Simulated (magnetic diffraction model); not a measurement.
**Solving a magnetic structure from powder neutron data: TlVCr4Se8**

Space group Cm (no. 8), a = 19.0310 Å, b = 3.6100 Å, c = 9.0280 Å, β = 104.77°.

| site | atom | x | y | z |
| --- | --- | --- | --- | --- |
| 2a | Tl | 0.5007 | 1/2 | 0.0030 |
| 2a | Se | 0.6710 | 0 | 0.9836 |
| 2a | Se | 0.8244 | 1/2 | 0.0051 |
| 2a | Se | 0.9258 | 0 | 0.3321 |
| 2a | Se | 0.5772 | 1/2 | 0.6458 |
| 2a | Se | 0.7621 | 1/2 | 0.3482 |
| 2a | Se | 0.7339 | 0 | 0.6480 |
| 2a | Se | 0.5856 | 0 | 0.3275 |
| 2a | Se | 0.9169 | 1/2 | 0.6793 |
| 2a | Cr | 0.9970 | 1/2 | 0.5037 |
| 2a | Cr | 0.6588 | 1/2 | 0.4737 |
| 2a | Cr | 0.7941 | 0 | 0.1592 |
| 2a | Cr | 0.7064 | 1/2 | 0.8376 |
| 2a | V | 0.8474 | 0 | 0.5231 |

The compound is invented for this exercise: a known structure type with other elements, its cell scaled to their sizes and not relaxed.

Only Cr and V are taken to order (form factors of Cr3+ and V3+); orders and moment sizes are assumed, and not adapted to the symmetry. Radiation: neutrons of λ = 4.2 Å, 8° to 85°; isotropic B of 0.11 Å² (Tl), 0.14 Å² (Se), 0.18 Å² (Cr) and 0.15 Å² (V). The intensities are simulated: I ∝ L Σ (|F_N|² + |F_M⊥|²) for unpolarised neutrons, with F_M = 2.695 fm/μB × Σ f(s) S exp(2πi Q·r) exp(−B s²) at Q = H ± k (one set where k and −k are equivalent), only the part normal to Q counting and L = 1/(sin²θ cos θ). For collinear order S is the moment m, which repeats by lattice and centring translations R with the sign exp(−2πi k·R). Form factors are spin-only for 3d ions and dipole or tabulated for f ions, scattering lengths are Sears's of 1992, and absorption is left out. A label names one of the reflections at its angle. The strongest nuclear line in the range is 100, and lines under 0.2 are left out.

Above the ordering temperature:

```csv
2θ (°),index,I
26.39,(2 0 0),26.3
27.84,(0 0 1),11.2
33.27,(2 0 -1),66.7
43.61,(2 0 1),7.2
54.32,(4 0 0),26.0
54.58,(4 0 -1),34.7
56.99,(2 0 -2),3.5
57.52,(0 0 2),13.1
69.17,(4 0 1),15.7
69.86,(4 0 -2),24.6
71.28,(2 0 2),11.5
72.71,(1 1 0),4.3
77.91,(1 1 -1),8.7
81.17,(1 1 1),21.3
83.42,(6 0 -1),80.1
84.91,(3 1 0),100.0
```

Below it (cell unchanged):

```csv
2θ (°),I
26.39,26.3
27.84,11.2
33.27,66.7
34.48,14.2
39.45,45.4
43.61,7.2
43.73,22.9
45.70,73.4
46.01,151.6
48.09,5.0
51.52,29.2
52.09,43.1
54.32,26.0
54.58,34.7
56.99,3.5
57.52,13.1
59.22,8.2
60.40,2.5
61.16,25.7
66.84,18.7
67.09,49.6
69.17,15.7
69.82,29.9
69.86,24.6
70.53,12.6
71.28,11.5
71.72,3.0
72.34,6.2
72.66,44.8
72.71,4.3
75.83,34.8
76.98,17.6
77.91,8.7
81.17,21.3
83.42,80.1
84.70,2.7
```
(The table stops after 36 lines; 1 more lie at higher angle.)

**Question.** Check that the new lines index with k = (1/2 1/2 0), then choose among these models:
A. collinear moments along [111], 2.59 μB on Cr and 1.59 μB on V; signs + at (0.9970, 1/2, 0.5037), − at (0.6588, 1/2, 0.4737), + at (0.7941, 0, 0.1592), + at (0.7064, 1/2, 0.8376), − at (0.8474, 0, 0.5231)
B. collinear moments along [110], 2.59 μB on Cr and 1.59 μB on V; signs + at (0.9970, 1/2, 0.5037), − at (0.6588, 1/2, 0.4737), + at (0.7941, 0, 0.1592), + at (0.7064, 1/2, 0.8376), − at (0.8474, 0, 0.5231)
C. collinear moments along [110], 2.59 μB on Cr and 1.59 μB on V; signs + at (0.9970, 1/2, 0.5037), − at (0.6588, 1/2, 0.4737), − at (0.7941, 0, 0.1592), − at (0.7064, 1/2, 0.8376), − at (0.8474, 0, 0.5231)
D. collinear moments along [111], 2.59 μB on Cr and 1.59 μB on V; signs + at (0.9970, 1/2, 0.5037), − at (0.6588, 1/2, 0.4737), − at (0.7941, 0, 0.1592), − at (0.7064, 1/2, 0.8376), − at (0.8474, 0, 0.5231)

The new lines index as (1/2 1/2 0) at 34.48°, (3/2 -1/2 0) at 39.45°, (1/2 1/2 -1) at 43.73° and (-3/2 1/2 1) at 45.70°, that is as H ± k with k = (1/2 1/2 0), one of 2 inequivalent arms of its star (k and −k counted as one), which a powder can't tell apart. Half indices mean that the moments reverse under translations with k·R a half-integer, and the magnetic cell has twice the primitive volume.

Magnetic intensity, observed (below minus above) and for each model:

| 2θ (°) | index | observed | A | B | C | D |
| --- | --- | --- | --- | --- | --- | --- |
| 34.48 | (1/2 1/2 0) | 14.2 | 14.2 | 14.2 | 201.6 | 201.1 |
| 46.01 | (1/2 1/2 1) | 151.6 | 112.9 | 151.6 | 10.3 | 7.7 |
| 48.09 | (5/2 1/2 0) | 5.0 | 4.8 | 5.0 | 50.3 | 48.8 |
| 51.52 | (5/2 1/2 -1) | 29.2 | 49.6 | 29.2 | 4.9 | 8.3 |
| 60.40 | (-7/2 1/2 1) | 2.5 | 3.5 | 2.5 | 37.3 | 51.9 |
| 67.09 | (1/2 1/2 -2) | 49.6 | 49.6 | 49.6 | 6.2 | 6.2 |
| 72.66 | (7/2 -1/2 1) | 44.8 | 29.2 | 44.8 | 3.0 | 2.0 |
| 75.83 | (-7/2 1/2 2) | 34.8 | 46.9 | 34.8 | 3.6 | 4.8 |

Model B matches.

The structure used: k = (1/2 1/2 0), collinear moments along [110], 2.59 μB on Cr and 1.59 μB on V; signs + at (0.9970, 1/2, 0.5037), − at (0.6588, 1/2, 0.4737), + at (0.7941, 0, 0.1592), + at (0.7064, 1/2, 0.8376), − at (0.8474, 0, 0.5231).

[Logs are printed without paths, hosts, clocks, repeated set-up lines and the standing remarks that a program may print on its own settings, such as how far it seeks lower states.]
